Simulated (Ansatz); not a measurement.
# SiO2 (P4_2/mnm) under biaxial strain in the (001) plane, that of a and b, part 2 of 2

Aim: how do the optical modes of SiO2 (P4_2/mnm) shift and split under this strain?

Ansatz 0.2.0; DFT LDA, scalar-relativistic, plane waves, PAW; PAW set soft_1.

So far, mean high-frequency dielectric constant: step 5 (zone-centre response at rest) 3.43; step 7 (strain 4 %) 3.47.

### Step 8. A member of the series: biaxial strain of -4 % in the (001) plane, that of a and b

The cell takes a biaxial strain of -4 % in the (001) plane, that of a and b. The strained lengths are held, while the rest of the cell and the atoms relax.

Input file input.yaml:

```yaml
crystal:
  lattice:
    - [3.9887162495, 0.0, 0.0]
    - [0.0, 3.9887162495, 0.0]
    - [0.0, 0.0, 2.7078391266]
  atoms:
    - { symbol: O, position: [0.6964385119, 0.6964385119, 0.0] }
    - { symbol: O, position: [0.1964385119, 0.8035614881, 0.5] }
    - { symbol: O, position: [0.3035614881, 0.3035614881, 0.0] }
    - { symbol: O, position: [0.8035614881, 0.1964385119, 0.5] }
    - { symbol: Si, position: [0.5, 0.5, 0.5] }
    - { symbol: Si, position: [0.0, 0.0, 0.0] }
kpoints:
  mp_grid: { grid: [8, 8, 8] }
hamiltonian:
  xc: lda
  pseudopotentials: { kind: paw, azcp: { folder: soft_1 }, xc_functional: pbe }
scf:
  occupations: { method: fixed }
output:
  forces: true
  stress: true
  eigenvalues: true
relax:
  adjacent_minimum: "off"
  f_tol: 0.001
  max_steps: 60
  cell: { stress_tol: 0.01, fix: [a, b, gamma] }
```

Run with:

```bash
> ansatz run input.yaml --threads 8 --pin off --max-ram 16384MiB --backend cpu --events-out ev --progress --plain --runs-dir out
```

Wall time 4.4 s (8 threads of Arm Neoverse V2, shared host); peak memory 0.38 GiB.

Step by step:

```
step  energy less that of the first step (eV)  largest force component (eV/Å)  pressure (GPa)  volume (Å³)
   1                                   0.0000                          0.0658           22.01        43.08
   2                                  -0.0020                          0.0676           20.99        43.18
   3                                  -0.0033                          0.0032           19.05        43.36
   4                                  -0.0033                          0.0001           19.02        43.36
  5*                                  -0.0048                          0.0002           19.09        43.36
   6                                  -0.0048                          0.0000           19.06        43.37
  7*                                  -0.0048                          0.0000           19.06        43.37
```

Relaxation steps marked * repeat the geometry before them on a plane-wave basis chosen anew for their cell, so energy and pressure can jump there.

Forces are held to the 16 operations that the run works with; a distortion that breaks them can't arise in this run.

```
conventional cell, symmetrised  before  after  change
                         a (Å)   3.989  3.989  -0.0 %
                         b (Å)   3.989  3.989  -0.0 %
                         c (Å)   2.708  2.726  +0.7 %
              volume (Å³/atom)    7.18   7.23  +0.7 %
```

Final coordinates:

```xyz
6
Lattice="3.9887 0.0000 0.0000 0.0000 3.9887 0.0000 0.0000 0.0000 2.7257" Properties=species:S:1:pos:R:3 pbc="T T T"
O     2.7793    2.7793    0.0000
O     0.7849    3.2038    1.3629
O     1.2095    1.2095    0.0000
O     3.2038    0.7849    1.3629
Si    1.9944    1.9944    1.3629
Si    0.0000    0.0000    0.0000
```

This step gave:

```
pressure          : 19.06 GPa
gap on the k-mesh : 5.842 eV
volume per atom   : 7.228 Å³
```

The largest force component left is 0.011 meV/Å.

### Step 9. Modes of this member: biaxial strain of -4 % in the (001) plane, that of a and b

The zone-centre modes follow for biaxial strain of -4 % in the (001) plane, that of a and b, with the response to a field.

input.yaml, the sections that differ from step 8:

```yaml
crystal:
  lattice:
    - [3.9887162495, 0.0, 0.0]
    - [0.0, 3.9887162495, 0.0]
    - [0.0, 0.0, 2.7257176037]
  atoms:
    - { symbol: O, position: [0.6967816348, 0.6967816348, 0.0] }
    - { symbol: O, position: [0.1967816348, 0.8032183652, 0.5] }
    - { symbol: O, position: [0.3032183652, 0.3032183652, 0.0] }
    - { symbol: O, position: [0.8032183652, 0.1967816348, 0.5] }
    - { symbol: Si, position: [0.5, 0.5, 0.5] }
    - { symbol: Si, position: [0.0, 0.0, 0.0] }
output:
  eigenvalues: true
phonons:
  method: dfpt
  dielectric: true
  rigid_motions: translations
# kpoints, hamiltonian, scf: as in step 8
# relax: removed
```

Run time: 29 s. Hardware: 8 threads; peak memory 1.1 GiB.

This step gave:

* sum-rule residual before enforcement: 3.23e-4 eV/Å²
* miss of the charge sum rule: 6.58e-5 e
* highest optical mode at the zone centre (no LO-TO term): 1042 cm⁻¹
* lowest optical zone-centre mode: 203.2 cm⁻¹
* mean high-frequency dielectric constant: 3.419
* largest Born charge (third of the trace): 3.884 e
* mean static dielectric constant: 9.406
* top of the zone-centre spectrum with the field: 1120 cm⁻¹

Without the LO-TO term. Patterns of degenerate modes are one choice out of their space. Modes at Γ, with each element's share of the kinetic energy:

| mode | frequency (cm⁻¹) | symmetry | O % | Si % |
| --- | --- | --- | --- | --- |
| 1 | 0.0 | acoustic | 53 | 47 |
| 2 | 0.0 | acoustic | 53 | 47 |
| 3 | 0.0 | acoustic | 53 | 47 |
| 4 | 203.2 | B1g | 100 | 0 |
| 5 | 387.1 | B1u | 15 | 85 |
| 6 | 484.8 | Eu | 66 | 34 |
| 7 | 484.8 | Eu | 66 | 34 |
| 8 | 606.1 | Eg | 100 | 0 |
| 9 | 606.1 | Eg | 100 | 0 |
| 10 | 620.0 | A2g | 100 | 0 |
| 11 | 640.6 | A2u | 47 | 53 |
| 12 | 729.1 | Eu | 1 | 99 |
| 13 | 729.1 | Eu | 1 | 99 |
| 14 | 796.1 | B1u | 86 | 14 |
| 15 | 843.5 | A1g | 100 | 0 |
| 16 | 854.5 | Eu | 80 | 20 |
| 17 | 854.5 | Eu | 80 | 20 |
| 18 | 1042.1 | B2g | 100 | 0 |

Transverse modes. Lines of the infrared spectrum (strongest = 100):

| position (cm⁻¹) | label | relative intensity |
| --- | --- | --- |
| 203 | B1g | 0.0 |
| 387 | B1u | 0.0 |
| 485 | Eu | 73 |
| 606 | Eg | 0.0 |
| 620 | A2g | 0.0 |
| 641 | A2u | 100 |
| 729 | Eu | 8.1 |
| 796 | B1u | 0.0 |
| 844 | A1g | 0.0 |
| 854 | Eu | 92 |
| 1042 | B2g | 0.0 |

Without the LO-TO term the lowest optical mode is real, 203 cm⁻¹, and the highest lies at 1042.1 cm⁻¹.

### Step 10. All members side by side

The members are set side by side, also those not shown above.

Stress is positive in compression; energies are extrapolated to zero smearing, and E0 is that at rest; the axis is the normal of the plane; the edges not held and the atoms are relaxed in each cell. State of the crystal along the series:

| strain (%) | in-plane stress (GPa) | free strain along c (%) | E - E0 (meV/atom) | gap on mesh (eV) | ε∞ along the axis | ε∞ across the axis, mean | ε0 along the axis | ε0 across the axis, mean | largest Born charge in size, a third of the trace (e) | top mode with the field, highest of q along x, y and z (cm⁻¹) |
| --- | --- | --- | --- | --- | --- | --- | --- | --- | --- | --- |
| -4 | 28.59 | 2.419 | 50.51 | 5.842 | 3.606 | 3.326 | 9.893 | 9.163 | 3.884 | 1120 |
| -3 | 20.41 | 1.747 | 27.49 | 5.998 | 3.59 | 3.334 | 9.646 | 9.447 | 3.886 | 1096 |
| -2 | 12.9 | 1.123 | 11.81 | 6.157 | 3.576 | 3.345 | 9.425 | 9.844 | 3.889 | 1074 |
| -1 | 6.095 | 0.5414 | 2.854 | 5.998 | 3.563 | 3.359 | 9.222 | 10.38 | 3.893 | 1055 |
| 0 | 0.003092 | 0 | 0 | 5.816 | 3.552 | 3.375 | 9.032 | 11.1 | 3.897 | 1050 |
| 1 | -5.361 | -0.5037 | 2.614 | 5.643 | 3.542 | 3.392 | 8.851 | 12.08 | 3.901 | 1047 |
| 2 | -9.992 | -0.9737 | 10.08 | 5.482 | 3.532 | 3.411 | 8.677 | 13.44 | 3.904 | 1045 |
| 3 | -13.91 | -1.411 | 21.72 | 5.336 | 3.523 | 3.43 | 8.509 | 15.42 | 3.908 | 1044 |
| 4 | -17.14 | -1.821 | 36.86 | 5.207 | 3.515 | 3.449 | 8.345 | 18.47 | 3.911 | 1043 |

Without the LO-TO term; optical modes are counted from below at rest and tracked from member to member by their patterns, and modes that stay within 0.3 cm⁻¹ of each other stand once; labels, where given, are those at rest; the 10 lowest of 11 levels; the edges not held and the atoms are relaxed in each cell. Optical modes along the series:

```csv
strain (%),optical mode 1 B1g (cm⁻¹),optical mode 2 B1u (cm⁻¹),optical mode 3 Eu (cm⁻¹),optical mode 4 Eg (cm⁻¹),optical mode 5 Eu (cm⁻¹),optical mode 6 A2g (cm⁻¹),optical mode 7 A2u (cm⁻¹),optical mode 8 A1g (cm⁻¹),optical mode 9 B1u (cm⁻¹),optical mode 10 Eu (cm⁻¹)
-4,203.2,387.1,484.8,606.1,729.1,620,640.6,843.5,796.1,854.5
-3,207.1,387.2,483.8,600.6,702.6,613.3,645.6,817.2,785.5,836.5
-2,210.9,386.7,480.9,595,666.9,605.9,650,793.2,775.4,827.4
-1,214.8,385.5,475.4,589.3,626.5,597.8,654.1,771.9,766.2,823.7
0,218.4,383.6,465.6,583.8,585.8,589.1,658.2,753.4,757.9,822.9
1,221.9,381.1,448.3,578.6,549.8,579.8,662.4,737.8,750.7,823.6
2,224.9,377.9,418.9,573.7,523.5,570.1,666.9,725.4,744.8,825.5
3,227.5,374,377.8,569.1,507,559.9,671.7,716,740.2,828.1
4,229.6,369.4,329,564.9,496.2,549.4,676.8,709.6,737,831.3
```

Value and slope at zero strain of a cubic (a lower polynomial where under five rows exist) through the rows within 2 % of rest. Slopes at rest:

| mode | frequency (cm⁻¹) | shift per percent of strain (cm⁻¹) | shift per GPa of compressive stress (cm⁻¹) |
| --- | --- | --- | --- |
| optical mode 1 B1g | 218.5 | 3.57 | -0.62 |
| optical mode 2 B1u | 383.7 | -2.18 | 0.38 |
| optical mode 3 Eu | 465.7 | -12.88 | 2.25 |
| optical mode 4 Eg | 583.8 | -5.38 | 0.94 |
| optical mode 5 Eu | 585.8 | -39.17 | 6.84 |
| optical mode 6 A2g | 589.1 | -9.01 | 1.57 |
| optical mode 7 A2u | 658.2 | 4.12 | -0.72 |
| optical mode 8 A1g | 753.4 | -17.07 | 2.98 |
| optical mode 9 B1u | 757.9 | -7.77 | 1.36 |
| optical mode 10 Eu | 822.8 | 0.1 | -0.02 |
| optical mode 11 B2g | 947.2 | -21.2 | 3.7 |

### Step 11. Results

| Property | Result |
| --- | --- |
| members | 9 |
| highest optical mode at the zone centre (no LO-TO term), at rest | 947.2 cm⁻¹ |
| biaxial modulus in the (001) plane, that of a and b | 573 GPa |
| optical mode 8 A1g, shift per percent | -17.07 cm⁻¹ |
| optical mode 9 B1u, shift per percent | -7.77 cm⁻¹ |
| optical mode 10 Eu, shift per percent | 0.10 cm⁻¹ |
| optical mode 11 B2g, shift per percent | -21.20 cm⁻¹ |

In words: The stress changes by 5.73 GPa for each percent, a biaxial modulus of 573 GPa in the (001) plane, that of a and b. For each percent the free edge responds with -0.52 %. Within 2 % of rest several modes bend away from a straight line, so single slopes hold only near rest. These are harmonic frequencies at zero temperature: anharmonic shifts, linewidths and thermal expansion are left out. The PAW files were made for PBE; the program adapts parts of them to the functional of the run, but their partial waves stay those of PBE, an approximation that was not tested in this session. Only the zone centre was solved, so an instability at another wavevector cannot show here.

[Logs are printed without paths, hosts, clocks, repeated set-up lines and the standing remarks that a program may print on its own settings, such as how far it seeks lower states.]

[Hosts, paths, dates, database ids (printed as entryN), source tags and the programs' standing remarks are cut or masked in the printed files.]
